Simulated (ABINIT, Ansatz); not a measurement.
**CaC2 (Immm): changed settings of a GW run in ABINIT**

What do changed inputs do to GW on CaC2 (Immm)?

Calculated with ABINIT 10.8.3; PBEsol and many-body steps on it, plane waves.

### 1. Starting point

It takes space group Immm (No. 71, orthorhombic). Conventional cell: a = 3.790 Å, b = 4.887 Å, c = 5.360 Å, α = 90.00°, β = 90.00°, γ = 90.00°. Nearest to Ca lie 8 C at 2.62 to 2.75 Å. Nearest to C lie 1 C at 1.26 Å and 4 Ca at 2.62 to 2.75 Å. Farther neighbours are not listed.

The cell and positions are those that the Materials Project relaxed with its own functionals (PBE, PBE+U or r2SCAN), kept fixed.

### 2. Screening, 4×4×4 mesh, 41 bands, screening to 114.3 eV

This step: ABINIT 10.8.3; RPA screening on PBEsol, plane waves, norm-conserving pseudopotentials.

The RPA dielectric matrix is built and inverted for each q.

run.abi reads:

```
acell 3*1.0 Angstrom
rprim 
  -1.894876555000 2.443261230000 2.680131180000
  1.894876555000 -2.443261230000 2.680131180000
  1.894876555000 2.443261230000 -2.680131180000
ntypat 2
znucl 20 6
natom 3
typat 1 2 2
xred 
  0.000000000000 0.000000000000 0.000000000000
  0.371239070000 0.500000000000 0.871239070000
  0.628760930000 0.500000000000 0.128760930000
pp_dirpath "pseudos"
pseudos "Ca.upf, C.upf"
ecut 37
ngkpt 4 4 4
nshiftk 1
shiftk 0 0 0
kptopt 1
chksymbreak 0
istwfk *1
occopt 1
irdwfk 1
optdriver 3
nband 41
ecuteps 4.2
inclvkb 2
awtr 1
symchi 1
indata_prefix "in"
outdata_prefix "out"
tmpdata_prefix "tmp"
```

On the command line:

```bash
> OMP_NUM_THREADS=1 mpirun -n 4 abinit run.abi > log
```

What it wrote:

```text
.Version 10.8.3 of ABINIT. v10.8.2 released Aug 2026.

 Symmetries : space group Im m m (# 71); Bravais oI (body-center ortho.)
[... echo of the input left out ...]
== DATASET  1 ==================================================================
-   mpi_nproc: 4, omp_nthreads: 1 (-1 if OMP is not activated)

--- !DatasetInfo
iteration_state: {dtset: 1, }
dimensions: {natom: 3, nkpt: 18, mband: 41, nsppol: 1, nspinor: 1, nspden: 1, mpw: 3625, }
cutoff_energies: {ecut:  37.0, pawecutdg:  -1.0, }
electrons: {nelect:   1.80000000E+01, charge:   0.00000000E+00, occopt:   1.00000000E+00, tsmear:   1.00000000E-02, }

 SCREENING: Calculation of the susceptibility and dielectric matrices

 Based on a program developped by R.W. Godby, V. Olevano, G. Onida, and L. Reining.
 Incorporated in ABINIT by V. Olevano, G.-M. Rignanese, and M. Torrent.
.Using double precision arithmetic ; gwpc =  8

[... cell and pseudopotentials left out ...]
--------------------------------------------------------------------------------

 ==== K-mesh for the wavefunctions ====
 Number of points in the irreducible wedge :    18
[... list of points left out ...]
 Together with  8 symmetry operations and time-reversal symmetry
 yields    64 points in the full Brillouin Zone.

 ==== Q-mesh for the screening function ====
 Number of points in the irreducible wedge :    18
[... list of points left out ...]
 Together with  8 symmetry operations and time-reversal symmetry
 yields    64 points in the full Brillouin Zone.

 setmesh: FFT mesh size selected  =    45x   45x   45
          total number of points  =        91125

 vcoul_init : cutoff-mode = AUXILIARY_FUNCTION
 q-points for optical limit:   1
     1)      0.000010    0.000020    0.000030

- screening: taking advantage of time-reversal symmetry
- Maximum band index for partially occupied states nbvw = 9
- Remaining bands to be divided among processors   nbcw = 32
- Number of bands treated by each node ~8

 Number of electrons calculated from density =   18.0000; Expected =   18.0000
 average of density, n =  0.053741
 r_s =    1.6439
 omega_plasma =   22.3620 [eV]

 calculating chi0 at frequencies [eV] :
  1    0.000000E+00    0.000000E+00
  2    0.000000E+00    2.236197E+01

--------------------------------------------------------------------------------
  q-point number  1        q = ( 0.000000, 0.000000, 0.000000) [r.l.u.]
--------------------------------------------------------------------------------
[... chi0 elements left out ...]
 For q-point:  0.000010 0.000020 0.000030
  dielectric constant =   3.6183
  dielectric constant without local fields =   4.3421

  Average fulfillment of the sum rule on Im[epsilon] for q-point    1 :     48.06  [%]
[... wings left out ...]
  q-point number  2        q = ( 0.250000, 0.000000, 0.000000) [r.l.u.]
--------------------------------------------------------------------------------
[... chi0 elements left out ...]
  Average fulfillment of the sum rule on Im[epsilon] for q-point    2 :     68.01  [%]

 [... 16 further q-points ...]
```

It took 86 s on 4 MPI ranks of Arm Neoverse V1, shared host; peak memory 2.1 GiB.

Numbers from this step:

| Quantity | Value |
| --- | --- |
| ε∞ with local fields, on this mesh, along the program's q direction | 3.618 |
| the same without local fields | 4.342 |
| plasma frequency | 22.36 eV |
| plane waves in the screening matrix | 139 |

Local fields lower ε∞ by 17 %. On a Γ-centred mesh this coarse the value itself is usually too large, while a short band sum pulls it down.

### 3. Base

The self-energy is evaluated for the states that the input lists, and the levels follow from it, in one-shot runs by the linearised quasiparticle equation.

This step: G0W0 on PBEsol, plane waves, norm-conserving pseudopotentials.

Edit run.abi of step 2 so:

```diff
@@ -24,8 +24,17 @@
 irdwfk 1
-optdriver 3
+optdriver 4
 nband 41
+gwcalctyp 0
+ecutsigx 37
+symsigma 1
+nkptgw 2
+kptgw 
+  0.2500000000 -0.2500000000 0.2500000000
+  0.0000000000 0.0000000000 0.0000000000
+bdgw 
+  8 11
+  8 11
 ecuteps 4.2
-inclvkb 2
-awtr 1
-symchi 1
+irdscr 1
+ppmodel 1
 indata_prefix "in"
```

What it wrote:

```text
.Version 10.8.3 of ABINIT. v10.8.2 released Aug 2026.

 Symmetries : space group Im m m (# 71); Bravais oI (body-center ortho.)
[... echo of the input left out ...]
== DATASET  1 ==================================================================
-   mpi_nproc: 4, omp_nthreads: 1 (-1 if OMP is not activated)

--- !DatasetInfo
iteration_state: {dtset: 1, }
dimensions: {natom: 3, nkpt: 18, mband: 41, nsppol: 1, nspinor: 1, nspden: 1, mpw: 3625, }
cutoff_energies: {ecut:  37.0, pawecutdg:  -1.0, }
electrons: {nelect:   1.80000000E+01, charge:   0.00000000E+00, occopt:   1.00000000E+00, tsmear:   1.00000000E-02, }

 SIGMA: Calculation of the GW corrections

 Based on a program developped by R.W. Godby, V. Olevano, G. Onida, and L. Reining.
 Incorporated in ABINIT by V. Olevano, G.-M. Rignanese, and M. Torrent.
.Using double precision arithmetic ; gwpc =  8

[... cell and pseudopotentials left out ...]
--------------------------------------------------------------------------------

 ==== K-mesh for the wavefunctions ====
 Number of points in the irreducible wedge :    18
[... list of points left out ...]
 Together with  8 symmetry operations and time-reversal symmetry
 yields    64 points in the full Brillouin Zone.

 ==== Q-mesh for screening function ====
 Number of points in the irreducible wedge :    18
[... list of points left out ...]
 Together with  8 symmetry operations and time-reversal symmetry
 yields    64 points in the full Brillouin Zone.

 vcoul_init : cutoff-mode = AUXILIARY_FUNCTION
 q-points for optical limit:   1
     1)      0.000010    0.000020    0.000030
 setmesh: FFT mesh size selected  =    72x   72x   72
          total number of points  =       373248

 Number of electrons calculated from density =   18.0000; Expected =   18.0000
 average of density, n =  0.053741
 r_s =    1.6439
 omega_plasma =   22.3620 [eV]

 === KS Band Gaps ===
  >>>> For spin  1
   Minimum direct gap =   2.6016 [eV], located at k-point      :   0.0000  0.0000  0.0000
   Fundamental gap    =   2.2910 [eV], Top of valence bands at :   0.2500 -0.2500  0.2500
                                       Bottom of conduction at :   0.0000  0.0000  0.0000
 SIGMA fundamental parameters:
 PLASMON POLE MODEL  1
 number of plane-waves for SigmaX                 3625
 number of plane-waves for SigmaC and W            139
 number of plane-waves for wavefunctions          3625
 number of bands                                    41
 number of independent spin polarizations            1
 number of spinorial components                      1
 number of k-points in IBZ                          18
 number of q-points in IBZ                          18
 number of symmetry operations                       8
 number of k-points in BZ                           64
 number of q-points in BZ                           64
 number of frequencies for dSigma/dE                 9
 frequency step for dSigma/dE [eV]                0.25
 number of omega for Sigma on real axis              0
 max omega for Sigma on real axis  [eV]           0.00
 zcut for avoiding poles [eV]                     0.10

 EPSILON^-1 parameters (SCR file):
 dimension of the eps^-1 matrix on file            139
 dimension of the eps^-1 matrix used               139
 number of plane-waves for wavefunctions          3625
 number of bands                                    41
 number of q-points in IBZ                          18
 number of frequencies                               2
 number of real frequencies                          1
 number of imag frequencies                          1

 matrix elements of self-energy operator (all in [eV])

 Perturbative Calculation

--- !SelfEnergy_ee
iteration_state: {dtset: 1, }
kpoint     : [   0.250,   -0.250,    0.250, ]
spin       : 1
KS_gap     :    4.080
QP_gap     :    6.353
Delta_QP_KS:    2.272
data: !SigmaeeData |
     Band     E0 <VxcDFT>   SigX SigC(E0)      Z dSigC/dE  Sig(E)    E-E0       E
        8   1.521 -13.476 -16.450   2.256   0.785  -0.275 -14.039  -0.564   0.957
        9   2.476 -14.677 -18.791   3.478   0.780  -0.283 -15.173  -0.496   1.980
       10   6.557 -12.439  -7.022  -3.223   0.809  -0.235 -10.663   1.776   8.333
       11   7.757 -12.430  -6.023  -3.859   0.820  -0.219 -10.340   2.090   9.847

--- !SelfEnergy_ee
iteration_state: {dtset: 1, }
kpoint     : [   0.000,    0.000,    0.000, ]
spin       : 1
KS_gap     :    2.602
QP_gap     :    4.774
Delta_QP_KS:    2.172
data: !SigmaeeData |
     Band     E0 <VxcDFT>   SigX SigC(E0)      Z dSigC/dE  Sig(E)    E-E0       E
        8   1.909 -13.995 -16.826   2.134   0.788  -0.269 -14.545  -0.550   1.359
        9   2.166 -13.899 -16.676   2.104   0.787  -0.271 -14.428  -0.529   1.637
       10   4.767 -11.381  -6.486  -2.888   0.819  -0.222  -9.738   1.643   6.410
       11   6.030 -13.053  -7.651  -2.948   0.813  -0.230 -11.057   1.996   8.026

== END DATASET(S) ==============================================================
================================================================================

 -outvars: echo values of variables after computation  --------
           etotal      0.0000000000E+00
            nband          41
             nkpt          18
          spgroup          71
 [... the other variables as echoed above ...]

 Calculation completed.
```

Wall time 13 s (4 MPI ranks); peak memory 1.9 GiB.

This step gave:

| Item | Value |
| --- | --- |
| G0W0 gap on the points computed | 4.43 eV |
| starting gap on the mesh | 2.291 eV |
| k of the valence top | 0.25, -0.25, 0.25 |
| k of the conduction bottom | 0, 0, 0 |
| Z at the valence top | 0.78 |
| Z at the conduction bottom | 0.819 |
| least direct G0W0 gap on the computed points | 4.773 eV |

The gap on the mesh goes from 2.29 eV to 4.43 eV, a correction of +2.14 eV.

### 4. Broadening of the poles

Edit run.abi of step 3 so:

```diff
@@ -39,2 +39,3 @@
 ppmodel 1
+zcut 1.0 eV
 indata_prefix "in"
```

What it wrote:

```text
.Version 10.8.3 of ABINIT. v10.8.2 released Aug 2026.

 Symmetries : space group Im m m (# 71); Bravais oI (body-center ortho.)
[... echo of the input left out ...]
== DATASET  1 ==================================================================
-   mpi_nproc: 4, omp_nthreads: 1 (-1 if OMP is not activated)

--- !DatasetInfo
iteration_state: {dtset: 1, }
dimensions: {natom: 3, nkpt: 18, mband: 41, nsppol: 1, nspinor: 1, nspden: 1, mpw: 3625, }
cutoff_energies: {ecut:  37.0, pawecutdg:  -1.0, }
electrons: {nelect:   1.80000000E+01, charge:   0.00000000E+00, occopt:   1.00000000E+00, tsmear:   1.00000000E-02, }

 SIGMA: Calculation of the GW corrections

 Based on a program developped by R.W. Godby, V. Olevano, G. Onida, and L. Reining.
 Incorporated in ABINIT by V. Olevano, G.-M. Rignanese, and M. Torrent.
.Using double precision arithmetic ; gwpc =  8

[... cell and pseudopotentials left out ...]
--------------------------------------------------------------------------------

 ==== K-mesh for the wavefunctions ====
 Number of points in the irreducible wedge :    18
[... list of points left out ...]
 Together with  8 symmetry operations and time-reversal symmetry
 yields    64 points in the full Brillouin Zone.

 ==== Q-mesh for screening function ====
 Number of points in the irreducible wedge :    18
[... list of points left out ...]
 Together with  8 symmetry operations and time-reversal symmetry
 yields    64 points in the full Brillouin Zone.

 vcoul_init : cutoff-mode = AUXILIARY_FUNCTION
 q-points for optical limit:   1
     1)      0.000010    0.000020    0.000030
 setmesh: FFT mesh size selected  =    72x   72x   72
          total number of points  =       373248

 Number of electrons calculated from density =   18.0000; Expected =   18.0000
[...]
number of omega for Sigma on real axis              0
 max omega for Sigma on real axis  [eV]           0.00
 zcut for avoiding poles [eV]                     1.00

 EPSILON^-1 parameters (SCR file):
 dimension of the eps^-1 matrix on file            139
 dimension of the eps^-1 matrix used               139
 number of plane-waves for wavefunctions          3625
 number of bands                                    41
 number of q-points in IBZ                          18
 number of frequencies                               2
 number of real frequencies                          1
 number of imag frequencies                          1

 matrix elements of self-energy operator (all in [eV])

 Perturbative Calculation

--- !SelfEnergy_ee
iteration_state: {dtset: 1, }
kpoint     : [   0.250,   -0.250,    0.250, ]
spin       : 1
KS_gap     :    4.080
QP_gap     :    6.353
Delta_QP_KS:    2.272
data: !SigmaeeData |
     Band     E0 <VxcDFT>   SigX SigC(E0)      Z dSigC/dE  Sig(E)    E-E0       E
        8   1.521 -13.476 -16.450   2.256   0.785  -0.274 -14.040  -0.564   0.957
        9   2.476 -14.677 -18.791   3.478   0.780  -0.283 -15.173  -0.496   1.980
       10   6.557 -12.439  -7.022  -3.223   0.810  -0.235 -10.663   1.776   8.333
[...]
--- !SelfEnergy_ee
iteration_state: {dtset: 1, }
kpoint     : [   0.000,    0.000,    0.000, ]
spin       : 1
KS_gap     :    2.602
QP_gap     :    4.774
Delta_QP_KS:    2.172
data: !SigmaeeData |
     Band     E0 <VxcDFT>   SigX SigC(E0)      Z dSigC/dE  Sig(E)    E-E0       E
[...]
10   4.767 -11.381  -6.486  -2.888   0.819  -0.221  -9.738   1.643   6.410
       11   6.030 -13.053  -7.651  -2.948   0.813  -0.230 -11.058   1.996   8.026

== END DATASET(S) ==============================================================
================================================================================

 -outvars: echo values of variables after computation  --------
           etotal      0.0000000000E+00
            nband          41
             nkpt          18
          spgroup          71
 [... the other variables as echoed above ...]

 Calculation completed.
```

Run time: 12 s. Hardware: 4 MPI ranks; peak memory 2 GiB.

Numbers from this step:

* G0W0 gap on the points computed: 4.43 eV
* starting gap on the mesh: 2.291 eV
* k of the valence top: 0.25, -0.25, 0.25
* k of the conduction bottom: 0, 0, 0
* Z at the valence top: 0.78
* Z at the conduction bottom: 0.819
* least direct G0W0 gap on the computed points: 4.773 eV

Against G0W0 in ABINIT (4×4×4 mesh, 41 bands, screening to 114.3 eV, Godby-Needs plasmon pole), the gap moves by +0.000 eV.

### 5. Screening cutoff above the file's

Edit run.abi of step 4 so:

```diff
@@ -36,6 +36,5 @@
   8 11
-ecuteps 4.2
+ecuteps 16.8
 irdscr 1
 ppmodel 1
-zcut 1.0 eV
 indata_prefix "in"
```

What it wrote:

```text
.Version 10.8.3 of ABINIT. v10.8.2 released Aug 2026.

 Symmetries : space group Im m m (# 71); Bravais oI (body-center ortho.)
[... echo of the input left out ...]
== DATASET  1 ==================================================================
-   mpi_nproc: 4, omp_nthreads: 1 (-1 if OMP is not activated)

--- !DatasetInfo
iteration_state: {dtset: 1, }
dimensions: {natom: 3, nkpt: 18, mband: 41, nsppol: 1, nspinor: 1, nspden: 1, mpw: 3625, }
cutoff_energies: {ecut:  37.0, pawecutdg:  -1.0, }
electrons: {nelect:   1.80000000E+01, charge:   0.00000000E+00, occopt:   1.00000000E+00, tsmear:   1.00000000E-02, }

 SIGMA: Calculation of the GW corrections

 Based on a program developped by R.W. Godby, V. Olevano, G. Onida, and L. Reining.
 Incorporated in ABINIT by V. Olevano, G.-M. Rignanese, and M. Torrent.
.Using double precision arithmetic ; gwpc =  8

[... cell and pseudopotentials left out ...]
--------------------------------------------------------------------------------

 ==== K-mesh for the wavefunctions ====
 Number of points in the irreducible wedge :    18
[... list of points left out ...]
 Together with  8 symmetry operations and time-reversal symmetry
 yields    64 points in the full Brillouin Zone.

 ==== Q-mesh for screening function ====
 Number of points in the irreducible wedge :    18
[... list of points left out ...]
 Together with  8 symmetry operations and time-reversal symmetry
 yields    64 points in the full Brillouin Zone.

 vcoul_init : cutoff-mode = AUXILIARY_FUNCTION
 q-points for optical limit:   1
     1)      0.000010    0.000020    0.000030
 setmesh: FFT mesh size selected  =    72x   72x   72
          total number of points  =       373248

 Number of electrons calculated from density =   18.0000; Expected =   18.0000
[...]
number of omega for Sigma on real axis              0
 max omega for Sigma on real axis  [eV]           0.00
 zcut for avoiding poles [eV]                     0.10

 EPSILON^-1 parameters (SCR file):
 dimension of the eps^-1 matrix on file            139
 dimension of the eps^-1 matrix used               139
 number of plane-waves for wavefunctions          3625
 number of bands                                    41
 number of q-points in IBZ                          18
 number of frequencies                               2
 number of real frequencies                          1
 number of imag frequencies                          1

 matrix elements of self-energy operator (all in [eV])

 Perturbative Calculation

--- !SelfEnergy_ee
iteration_state: {dtset: 1, }
kpoint     : [   0.250,   -0.250,    0.250, ]
spin       : 1
KS_gap     :    4.080
QP_gap     :    6.353
Delta_QP_KS:    2.272
data: !SigmaeeData |
     Band     E0 <VxcDFT>   SigX SigC(E0)      Z dSigC/dE  Sig(E)    E-E0       E
        8   1.521 -13.476 -16.450   2.256   0.785  -0.275 -14.039  -0.564   0.957
        9   2.476 -14.677 -18.791   3.478   0.780  -0.283 -15.173  -0.496   1.980
       10   6.557 -12.439  -7.022  -3.223   0.809  -0.235 -10.663   1.776   8.333
[...]
--- !SelfEnergy_ee
iteration_state: {dtset: 1, }
kpoint     : [   0.000,    0.000,    0.000, ]
spin       : 1
KS_gap     :    2.602
QP_gap     :    4.774
Delta_QP_KS:    2.172
data: !SigmaeeData |
     Band     E0 <VxcDFT>   SigX SigC(E0)      Z dSigC/dE  Sig(E)    E-E0       E
[...]
10   4.767 -11.381  -6.486  -2.888   0.819  -0.222  -9.738   1.643   6.410
       11   6.030 -13.053  -7.651  -2.948   0.813  -0.230 -11.057   1.996   8.026

== END DATASET(S) ==============================================================
================================================================================

 -outvars: echo values of variables after computation  --------
           etotal      0.0000000000E+00
            nband          41
             nkpt          18
          spgroup          71
 [... the other variables as echoed above ...]

 Calculation completed.
```

Elapsed: 13 s, on 4 MPI ranks; peak memory 1.9 GiB; 53 s of CPU time.

The run ended normally, though the input holds a fault or crude settings.

The fault put into this input: screening cutoff above the file's. It printed a gap of 4.43 eV, the value of the sound run: the program fell back on what its files hold, so an unchanged gap is no proof of convergence.

### 6. The runs together

Times are wall times on 4 MPI ranks of Arm Neoverse V1, shared host, good to a factor of about two. A run's time includes the screening step that it read.

```csv
run,mesh,bands,screening cutoff (eV),DFT gap (eV),gap on the mesh (eV),direct (eV),ε∞ used,time
base,4×4×4,41,114.3,2.291,4.430,4.773,3.62,99 s
broadening of the poles,4×4×4,41,114.3,2.291,4.430,4.773,3.62,99 s
```

### 7. Outcome

```json
{
  "base": "4.430 eV",
  "broadening of the poles": "4.430 eV",
  "known limits": "not at the basis limit; coarse k mesh"
}
```

What this shows: Broadening of the poles: no change against base (keys changed: zcut). Bands and cutoff are finite, so the gap is not at the basis limit. The miss can reach some tenths of an eV and take either sign; the mesh is an error of its own. In the G0W0 runs levels were corrected at 2 k points alone, so a gap called «on the mesh» is the least over those, and an edge elsewhere would be missed. The 4×4×4 mesh is coarse for this cell, which bears on the long-range parts of exchange and screening.

[Paths, hosts, dates, memory and timing lines, banners, echoed tables and standing remarks are left out of the program output.]

[Logs are printed without paths, hosts, clocks, repeated set-up lines and the standing remarks that a program may print on its own settings, such as how far it seeks lower states.]

[Runs of the session that timed out or met a known fault of the program may be left out.]

[Hosts, paths, dates, database ids (printed as entryN), source tags and the programs' standing remarks are cut or masked in the printed files.]

[G0W0 gaps are taken among the corrected bands and points alone; a level outside them can change the order at an edge.]

[Where Ansatz stands beside ABINIT at settings called matched, ABINIT's density can come from a denser mesh and the files from another edition; pairs whose starting gaps differed by over 0.03 eV were left out, so agreement reads better than it is.]
